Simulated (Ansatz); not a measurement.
# Zr2NO2 monolayer: from the cell to its phonons

How does Zr2NO2 monolayer vibrate, and is this structure a minimum?

Method: DFT PBEsol, scalar-relativistic, plane waves, PAW, in Ansatz 0.2.0.

Most raw output is cut from this account.

**1. Set-up**

The cell holds 5 atoms: 1 N, 2 Zr and 2 O. Its edges and angles: a = 3.300 Å, b = 3.300 Å, c = 20.000 Å, α = 90.0°, β = 90.0°, γ = 120.0°. Vacuum lies along c.

**2. Coarse relaxation**

A rough relaxation comes first, because large forces or stress need no tight tolerances yet.

The program solves this slab on a cell height of its own, 32.6 Å, in place of the one typed.

The input, input.yaml:

```yaml
crystal:
  lattice:
    - [3.3, 0.0, 0.0]
    - [-1.65, 2.85788, 0.0]
    - [0.0, 0.0, 20.0]
  atoms:
    - { symbol: "N", position: [0.0, 0.0, 0.5] }
    - { symbol: Zr, position: [0.333333, 0.666667, 0.56] }
    - { symbol: Zr, position: [0.666667, 0.333333, 0.44] }
    - { symbol: O, position: [0.666667, 0.333333, 0.61] }
    - { symbol: O, position: [0.333333, 0.666667, 0.39] }
  periodic: [true, true, false]
kpoints:
  mp_grid: { grid: [9, 9, 1] }
hamiltonian:
  xc: pbesol
scf:
  occupations: { method: gaussian, width: 0.1 }
output:
  forces: true
  stress: true
  eigenvalues: true
relax:
  adjacent_minimum: "off"
  f_tol: 0.05
  max_steps: 80
  cell: { stress_2d_tol: 0.02 }
```

Started as:

```console
$ ansatz run input.yaml --threads 8 --pin off --max-ram 14336MiB --backend cpu --events-out ev --progress --plain --runs-dir out
```

Wall time 14 s (8 threads of Arm Neoverse V2, shared host); peak memory 0.87 GiB.

This run has no spin polarisation although its electron count is odd.

Step by step:

| step | energy less that of the first step (eV) | largest force component (eV/Å) | volume (Å³) |
| --- | --- | --- | --- |
| 1 | 0.0000 | 3.5573 | 307.45 |
| 2 | -0.3780 | 1.6207 | 301.28 |
| 3 | -0.4666 | 0.6180 | 291.55 |
| 4 | -0.4996 | 0.0537 | 295.66 |
| 5 | -0.5020 | 0.0062 | 294.21 |
| 6* | -0.4949 | 0.0075 | 294.21 |
| 7 | -0.4951 | 0.0003 | 293.95 |
| 8* | -0.4948 | 0.0004 | 293.95 |

Relaxation steps marked * repeat the geometry before them on a plane-wave basis chosen anew for their cell, so energy and pressure can jump there.

The run keeps the 12 symmetry operations that it works with, so distortions that break them were not tested.

| cell as run | before | after | change |
| --- | --- | --- | --- |
| a (Å) | 3.300 | 3.227 | -2.2 % |
| b (Å) | 3.300 | 3.227 | -2.2 % |

The atoms that moved most (Å, along periodic axes as changes of fractional coordinates times the final cell, across vacuum about the mean position):

| atom | dx | dy | dz | length |
| --- | --- | --- | --- | --- |
| Zr2 | 0.000 | 0.000 | 0.142 | 0.142 |
| Zr3 | 0.000 | 0.000 | -0.142 | 0.142 |
| O5 | 0.000 | 0.000 | -0.116 | 0.116 |
| O4 | 0.000 | 0.000 | 0.116 | 0.116 |

The relaxed structure:

```
N Zr O
1.0
     3.22670    0.00000    0.00000
    -1.61335    2.79441    0.00000
     0.00000    0.00000   32.60000
N Zr O
1 2 2
Direct
  0.00000 0.00000 0.30675
  0.33333 0.66667 0.34790
  0.66667 0.33333 0.26559
  0.66667 0.33333 0.37781
  0.33333 0.66667 0.23569
```

This step gave:

| Quantity | Value |
| --- | --- |
| gap on the k-mesh | 0 eV |
| area per atom | 1.803 Å² |

The relaxation ends with a largest force component of 3.6e-4 eV/Å.

**3. Relaxation**

The cell and atoms are relaxed, since residual forces and stress would shift the frequencies.

The input, input.yaml:

```yaml
crystal:
  lattice:
    - [3.2267028026, 0.0, 0.0]
    - [-1.6133514013, 2.7944065975, 0.0]
    - [0.0, 0.0, 32.6]
  atoms:
    - { symbol: "N", position: [0.0, 0.0, 0.3067484663] }
    - { symbol: Zr, position: [0.3333333333, 0.6666666667, 0.3479033283] }
    - { symbol: Zr, position: [0.6666666667, 0.3333333333, 0.2655936042] }
    - { symbol: O, position: [0.6666666667, 0.3333333333, 0.37780512] }
    - { symbol: O, position: [0.3333333333, 0.6666666667, 0.2356918125] }
  periodic: [true, true, false]
kpoints:
  mp_grid: { grid: [12, 12, 1] }
hamiltonian:
  xc: pbesol
scf:
  occupations: { method: gaussian, width: 0.1 }
output:
  forces: true
  stress: true
  eigenvalues: true
relax:
  adjacent_minimum: "off"
  f_tol: 0.005
  max_steps: 80
  cell: { stress_2d_tol: 0.02 }
```

Run time: 13 s. Hardware: 8 threads; peak memory 0.91 GiB.

Relaxation path:

| step | energy less that of the first step (eV) | largest force component (eV/Å) | volume (Å³) |
| --- | --- | --- | --- |
| 1 | 0.0000 | 0.0645 | 293.95 |
| 2 | 0.0006 | 0.0239 | 294.93 |
| 3 | 0.0006 | 0.1074 | 294.59 |
| 4 | 0.0001 | 0.0033 | 294.59 |
| 5 | 0.0000 | 0.0001 | 294.46 |
| 6* | -0.0004 | 0.0001 | 294.46 |

Relaxation steps marked * repeat the geometry before them on a plane-wave basis chosen anew for their cell, so energy and pressure can jump there. Relaxation step 3 was tried and not accepted.

Forces are held to the 12 operations that the run works with; a distortion that breaks them can't arise in this run.

| cell as run | before | after | change |
| --- | --- | --- | --- |
| a (Å) | 3.227 | 3.230 | +0.1 % |
| b (Å) | 3.227 | 3.230 | +0.1 % |

Final coordinates:

```
N Zr O
1.0
     3.22951    0.00000    0.00000
    -1.61475    2.79684    0.00000
     0.00000    0.00000   32.60000
N Zr O
1 2 2
Direct
  0.00000 0.00000 0.30675
  0.33333 0.66667 0.34790
  0.66667 0.33333 0.26559
  0.66667 0.33333 0.37763
  0.33333 0.66667 0.23587
```

Numbers from this step:

- area per atom: 1.806 Å²

**4. Tight relaxation**

Phonons need a cell at rest on their own settings, so the relaxation is repeated with tight tolerances on forces and stress, using the mesh and the filling of the phonon run that follows.

The input, input.yaml:

```yaml
crystal:
  lattice:
    - [3.2295092596, 0.0, 0.0]
    - [-1.6147546298, 2.7968370606, 0.0]
    - [0.0, 0.0, 32.6]
  atoms:
    - { symbol: "N", position: [0.0, 0.0, 0.3067484663] }
    - { symbol: Zr, position: [0.3333333333, 0.6666666667, 0.3479033784] }
    - { symbol: Zr, position: [0.6666666667, 0.3333333333, 0.2655935542] }
    - { symbol: O, position: [0.6666666667, 0.3333333333, 0.3776251997] }
    - { symbol: O, position: [0.3333333333, 0.6666666667, 0.2358717328] }
  periodic: [true, true, false]
kpoints:
  mp_grid: { grid: [12, 12, 1] }
hamiltonian:
  xc: pbesol
scf:
  occupations: { method: methfessel_paxton, width: 0.15 }
output:
  forces: true
  stress: true
  eigenvalues: true
  write_density: true
  write_potential: true
  elf: true
  volumetric_format: npy
relax:
  adjacent_minimum: "off"
  f_tol: 0.001
  max_steps: 60
  cell: { stress_2d_tol: 0.002 }
```

Run time: 9.1 s. Hardware: 8 threads; peak memory 0.91 GiB; 62 s of CPU time.

Little changed from the start: no atom moved by 0.005 Å and no cell edge by 0.1 %.

Valence density in the ac plane at fractional y = 0.333, with atoms of Zr and O within 0.2 Å of it. It is the smooth field of the valence electrons, not physical close to the nuclei.

Ten steps, logarithmic in the rise over the least value, from '0' (0.0 e/Å³) to '9' (3.5 e/Å³), each cell a mean:
```
00000000000000000
00000000000000000
00000000000000000
00000000000000000
00000000000000000
00000000000000000
00000000000000000
00000000000000000
00000000000000000
00000000000000000
00000000000000000
00000000000000000
00000000000000000
00000000000000000
32222345689999764
55666555677887655
55555544444554444
54444457899999986
44444443455555443
00000000000000000
00000000000000000
00000000000000000
00000000000000000
00000000000000000
```
Columns run along a (3.2 Å), rows up along c (32.6 Å). Atoms in or near the plane, at fractional coordinates: Zr at (0.67, 0.27), O at (0.67, 0.38).

ELF in the ac plane at fractional y = 0.333, with atoms of Zr and O within 0.2 Å of it. It is the smooth field of the valence electrons, not physical close to the nuclei.

Ten even steps from '_' (0.00) to '@' (0.76), each cell a mean:
```
__________________________________
__________________________________
__________________________________
__________________________________
__________________________________
__________________________________
__________________________________
__________________________________
__________________________________
__________________________________
__________________________________
__________________________________
__________________________________
________________....::::::......__
==..______::++%%@@@@@@%%%%@@@@@@##
::::--==--::::--==**********++==::
==++******++==--::::::::::::::::--
..::----::..::++@@@@%%****@@@@%%==
==**######++--::..::------::::..::
____....__________________________
__________________________________
__________________________________
__________________________________
__________________________________
```
Columns run along a (3.2 Å), rows up along c (32.6 Å). Atoms in or near the plane, at fractional coordinates: Zr at (0.67, 0.27), O at (0.67, 0.38).

Electrostatic potential energy in the ac plane at fractional y = 0.333, with atoms of Zr and O within 0.2 Å of it. With pseudopotentials it is smooth inside the atoms' cores, unlike the true potential.

Ten even steps from '_' (-33 eV) to '@' (0 eV), each cell a mean:
```
@@@@@@@@@@@@@@@@@@@@@@@@@@@@@@@@@@
@@@@@@@@@@@@@@@@@@@@@@@@@@@@@@@@@@
@@@@@@@@@@@@@@@@@@@@@@@@@@@@@@@@@@
@@@@@@@@@@@@@@@@@@@@@@@@@@@@@@@@@@
@@@@@@@@@@@@@@@@@@@@@@@@@@@@@@@@@@
@@@@@@@@@@@@@@@@@@@@@@@@@@@@@@@@@@
@@@@@@@@@@@@@@@@@@@@@@@@@@@@@@@@@@
@@@@@@@@@@@@@@@@@@@@@@@@@@@@@@@@@@
@@@@@@@@@@@@@@@@@@@@@@@@@@@@@@@@@@
@@@@@@@@@@@@@@@@@@@@@@@@@@@@@@@@@@
@@@@@@@@@@@@@@@@@@@@@@@@@@@@@@@@@@
@@@@@@@@@@@@@@@@@@@@@@@@@@@@@@@@@@
@@@@@@@@@@@@@@@@@@@@@@@@@@@@@@@@@@
@@@@@@@@@@@@@@@@@@@@@@@@@@@@@@@@@@
@@@@%%%%%%@@@@@@**==------==++##@@
++====--==++****##**++++++++**##**
##################**********######
++####%%##**++..________________--
%%@@@@@@@@%%%%%%##****++++****##%%
@@@@@@@@@@@@@@@@@@@@@@@@@@@@@@@@@@
@@@@@@@@@@@@@@@@@@@@@@@@@@@@@@@@@@
@@@@@@@@@@@@@@@@@@@@@@@@@@@@@@@@@@
@@@@@@@@@@@@@@@@@@@@@@@@@@@@@@@@@@
@@@@@@@@@@@@@@@@@@@@@@@@@@@@@@@@@@
```
Columns run along a (3.2 Å; values clipped at the 3rd and 97th percentile), rows up along c (32.6 Å). Atoms in or near the plane, at fractional coordinates: Zr at (0.67, 0.27), O at (0.67, 0.38).

The largest force component left is 0.24 meV/Å, within the tolerances set.

**5. Modes at Γ**

The zone centre comes first: it holds the modes that light can see, as far as symmetry allows. No field response is asked, since the mesh shows no gap.

The input, input.yaml:

```yaml
crystal:
  lattice:
    - [3.2294046487, 0.0, 0.0]
    - [-1.6147023243, 2.7967464649, 0.0]
    - [0.0, 0.0, 32.6]
  atoms:
    - { symbol: "N", position: [0.0, 0.0, 0.3067484663] }
    - { symbol: Zr, position: [0.3333333333, 0.6666666667, 0.3479013734] }
    - { symbol: Zr, position: [0.6666666667, 0.3333333333, 0.2655955591] }
    - { symbol: O, position: [0.6666666667, 0.3333333333, 0.3776319884] }
    - { symbol: O, position: [0.3333333333, 0.6666666667, 0.2358649442] }
  periodic: [true, true, false]
kpoints:
  mp_grid: { grid: [12, 12, 1] }
hamiltonian:
  xc: pbesol
scf:
  occupations: { method: methfessel_paxton, width: 0.15 }
output:
  eigenvalues: true
phonons:
  method: dfpt
```

It took 82 s on 8 threads; peak memory 1.8 GiB.

This step gave:

```yaml
sum_rule_residual_before_enforcement: 5.20e-5 eV/Å²
point_group: -3m
highest_optical_mode_at_the_zone_centre_no_lo_to_term: 592.0 cm⁻¹
lowest_optical_zone_centre_mode: 78.83 cm⁻¹
```

Patterns of degenerate modes are one choice out of their space. The modes at Γ (shares of kinetic energy by element, %):

| mode | frequency (cm⁻¹) | symmetry | N % | Zr % | O % |
| --- | --- | --- | --- | --- | --- |
| 1 | 0.0 | acoustic | 6 | 80 | 14 |
| 2 | 0.0 | acoustic | 6 | 80 | 14 |
| 3 | 0.0 | acoustic | 6 | 80 | 14 |
| 4 | 78.8 | Eg | 0 | 100 | 0 |
| 5 | 78.8 | Eg | 0 | 100 | 0 |
| 6 | 229.6 | A1g | 0 | 81 | 19 |
| 7 | 274.9 | Eg | 0 | 0 | 100 |
| 8 | 274.9 | Eg | 0 | 0 | 100 |
| 9 | 372.4 | Eu | 11 | 19 | 69 |
| 10 | 372.4 | Eu | 11 | 19 | 69 |
| 11 | 478.0 | Eu | 83 | 1 | 17 |
| 12 | 478.0 | Eu | 83 | 1 | 17 |
| 13 | 525.2 | A2u | 24 | 5 | 71 |
| 14 | 532.9 | A1g | 0 | 19 | 81 |
| 15 | 592.0 | A2u | 70 | 15 | 15 |

Displacements in mode 5 (78.8 cm⁻¹), the largest set to 1:
```
N1   0.00  0.00  0.00
Zr2 -0.20 -1.00  0.00
Zr3  0.20  1.00  0.00
O4  -0.02 -0.11  0.00
O5   0.02  0.11  0.00
```

Displacements in mode 9 (372.4 cm⁻¹), the largest set to 1:
```
N1   0.06  0.61  0.00
Zr2 -0.02 -0.22  0.00
Zr3 -0.02 -0.22  0.00
O4   0.09  1.00  0.00
O5   0.09  1.00  0.00
```

Before it was imposed, the acoustic sum rule was missed by 5.2e-5 eV/Å². Small misses are needed for a sound result but don't prove that mesh and cutoff are converged. The lowest optical mode is real, 78.8 cm⁻¹.

**6. Response at finite wavevector**

Stability and thermal properties need the whole zone. Linear response on a 4×4×1 q mesh gives force constants as far as a supercell of that size would.

Edit input.yaml of step 5 so:

```diff
@@ -22 +22,10 @@
   method: dfpt
+  qmesh: [4, 4, 1]
+  temperatures: { t_max: 1000, t_step: 50 }
+  qpath:
+    path:
+      - [0.0, 0.0, 0.0]
+      - [0.5, 0.0, 0.0]
+      - [0.33333333, 0.33333333, 0.0]
+      - [0.0, 0.0, 0.0]
+    npoints: 10
```

It took 8.3 min on 8 threads; peak memory 3 GiB.

Numbers from this step:

```yaml
sum_rule_residual_before_enforcement: 7.77e-5 eV/Å²
lowest_frequency_on_the_path: -213.7 cm⁻¹
highest_frequency_on_the_path_or_at_a_solved_wavevector: 592.0 cm⁻¹
lowest_mode_on_the_q_mesh_acoustic_modes_at_gamma_apart: -176.4 cm⁻¹
```

Frequencies (cm⁻¹) solved at each irreducible wavevector; negative means imaginary. Frequencies by wavevector, by row:

| q in reciprocal lattice units | star | mode 1 | mode 2 | mode 3 | mode 4 | mode 13 | mode 14 | mode 15 |
| --- | --- | --- | --- | --- | --- | --- | --- | --- |
| 0 0 0 | 1 | 0 | 0 | 0 | 78.8 | 525.2 | 532.9 | 592 |
| 0 0.25 0 | 6 | -159.9 | 85.7 | 93.3 | 132.4 | 484.1 | 491.2 | 554.7 |
| 0 -0.5 0 | 3 | 112.1 | 154.7 | 158.3 | 180.4 | 470.9 | 485.8 | 560 |
| 0.25 0.25 0 | 6 | -176.4 | 102.3 | 178.6 | 179.8 | 473.2 | 474.7 | 552.4 |

Interpolated from a 4×4×1 q mesh. The phonon branches at the labelled points (cm⁻¹):

| point | branch 1 | branch 2 | branch 3 | branch 4 | branch 12 | branch 13 | branch 14 | branch 15 |
| --- | --- | --- | --- | --- | --- | --- | --- | --- |
| Γ | 0 | 0 | 0 | 79 | 478 | 525 | 533 | 592 |
| halfway | -160 | 86 | 93 | 132 | 445 | 484 | 491 | 555 |
| M | 112 | 155 | 158 | 180 | 458 | 471 | 486 | 560 |
| halfway | -59 | 139 | 152 | 178 | 459 | 470 | 478 | 555 |
| K | -29 | 108 | 108 | 213 | 448 | 456 | 456 | 556 |
| halfway | -203 | 103 | 117 | 134 | 417 | 480 | 490 | 553 |
| Γ | 0 | 0 | 0 | 79 | 478 | 525 | 533 | 592 |

Tetrahedra on a 24×24×1 mesh, mean over bins of 10 cm-1. Interpolated from a 4×4×1 q mesh. Phonon density of states against wavenumber; read off at these points:

| wavenumber (cm⁻¹) | phonon density of states (1/cm⁻¹/cell) |
| --- | --- |
| -215 | 0.0012 |
| -195 | 0.00519 |
| -175 | 0.008 |
| -145 | 0.00478 |
| -125 | 0.0035 |
| -105 | 0.00358 |
| -85 | 0.0046 |
| -65 | 0.00234 |
| -35 | 0.00119 |
| -15 | 0.00106 |
| 5 | 0.00166 |
| 25 | 0.00418 |
| 45 | 0.00649 |
| 65 | 0.0129 |
| 95 | 0.0196 |
| 115 | 0.0429 |
| 135 | 0.0200 |
| 155 | 0.0268 |
| 175 | 0.0420 |
| 205 | 0.0383 |
| 225 | 0.0286 |
| 245 | 0.0194 |
| 265 | 0 |
| 285 | 0.00723 |
| 315 | 0.0151 |
| 335 | 0.0229 |
| 355 | 0.0174 |
| 375 | 0.0508 |
| 385 | 0.0517 |
| 395 | 0.0387 |
| 415 | 0.0531 |
| 445 | 0.0336 |
| 455 | 0.0544 |
| 465 | 0.0302 |
| 475 | 0.0785 |
| 485 | 0.0528 |
| 505 | 0.0119 |
| 525 | 0.00674 |
| 555 | 0.0836 |
| 575 | 0.00456 |
| 595 | 4.7e-4 |

The partial phonon density of states has structure finer than the step of the table below, so its rows give means over 25 cm⁻¹, whole bins alone (the curve runs from -224 to 620 cm⁻¹). Peaks (cm⁻¹: height): N 439.3: 0.0212, 556.1: 0.0456; O 327.9: 0.0190, 381.0: 0.0373, 412.8: 0.0348, 476.5: 0.0405; Zr -176.3: 0.00855, -133.8: 0.00686, -75.4: 0.00517, 110.3: 0.0387, 174.0: 0.0337, 200.5: 0.0291, 476.5: 0.00679.

Phonopy on the run's constants, 21x21x1 mesh, Gaussian sigma 6.0 cm-1. Interpolated from a 4×4×1 q mesh. Table of partial phonon density of states by wavenumber; means over each step; values in 1/cm⁻¹/cell:

| wavenumber (cm⁻¹) | N | O | Zr |
| --- | --- | --- | --- |
| -200 | 2.1e-4 | 7.7e-4 | 0.00367 |
| -175 | 4.0e-4 | 0.00114 | 0.00610 |
| -150 | 1.6e-4 | 4.4e-4 | 0.00290 |
| -125 | 1.9e-4 | 6.5e-4 | 0.00500 |
| -100 | 3.3e-5 | 1.4e-4 | 0.00146 |
| -75 | 6.7e-5 | 3.1e-4 | 0.00374 |
| -50 | 1.5e-5 | 6.8e-5 | 8.3e-4 |
| -25 | 6.3e-5 | 2.1e-4 | 0.00263 |
| 0 | 4.1e-5 | 1.2e-4 | 8.8e-4 |
| 25 | 1.9e-4 | 5.0e-4 | 0.00306 |
| 50 | 2.8e-4 | 8.6e-4 | 0.00556 |
| 75 | 3.2e-4 | 0.00108 | 0.0122 |
| 100 | 6.2e-4 | 0.00122 | 0.0275 |
| 125 | 4.6e-4 | 0.00105 | 0.0257 |
| 150 | 2.8e-4 | 0.00120 | 0.0226 |
| 175 | 4.2e-4 | 0.00201 | 0.0290 |
| 200 | 4.5e-4 | 0.00424 | 0.0260 |
| 225 | 7.9e-5 | 0.00491 | 0.0227 |
| 250 | 3.3e-5 | 0.00229 | 0.0103 |
| 275 | 9.1e-5 | 0.00622 | 2.3e-4 |
| 300 | 0.00185 | 0.0108 | 7.6e-4 |
| 325 | 0.00339 | 0.0161 | 0.00149 |
| 350 | 0.00290 | 0.0157 | 0.00173 |
| 375 | 0.00862 | 0.0327 | 0.00365 |
| 400 | 0.0116 | 0.0309 | 0.00287 |
| 425 | 0.0148 | 0.0269 | 0.00232 |
| 450 | 0.0182 | 0.0203 | 0.00378 |
| 475 | 0.0159 | 0.0346 | 0.00599 |
| 500 | 0.00293 | 0.0137 | 0.00260 |
| 525 | 0.00101 | 0.00463 | 9.1e-4 |
| 550 | 0.0269 | 0.00324 | 6.4e-4 |
| 575 | 0.00697 | 8.4e-4 | 5.4e-4 |
| 600 | 5.1e-4 | 9.4e-5 | 9.9e-5 |

Symmetry leaves 4 wavevectors to solve. The lowest mode among them, the acoustic zeros apart, lies at q = (0.25, 0.25, 0) and is imaginary, 176.4i cm⁻¹, so the energy falls along it. Between them the interpolated path dips to 214i cm⁻¹.

**7. Another isotope, element N, natural mass 14.007 amu**

An isotope changes the mass and not the force constants, so no new electronic calculation is needed; the shifts show which modes move this element.

[end of part 1 of 2]

[Logs are printed without paths, hosts, clocks, repeated set-up lines and the standing remarks that a program may print on its own settings, such as how far it seeks lower states.]

[Hosts, paths, dates, database ids (printed as entryN), source tags and the programs' standing remarks are cut or masked in the printed files.]
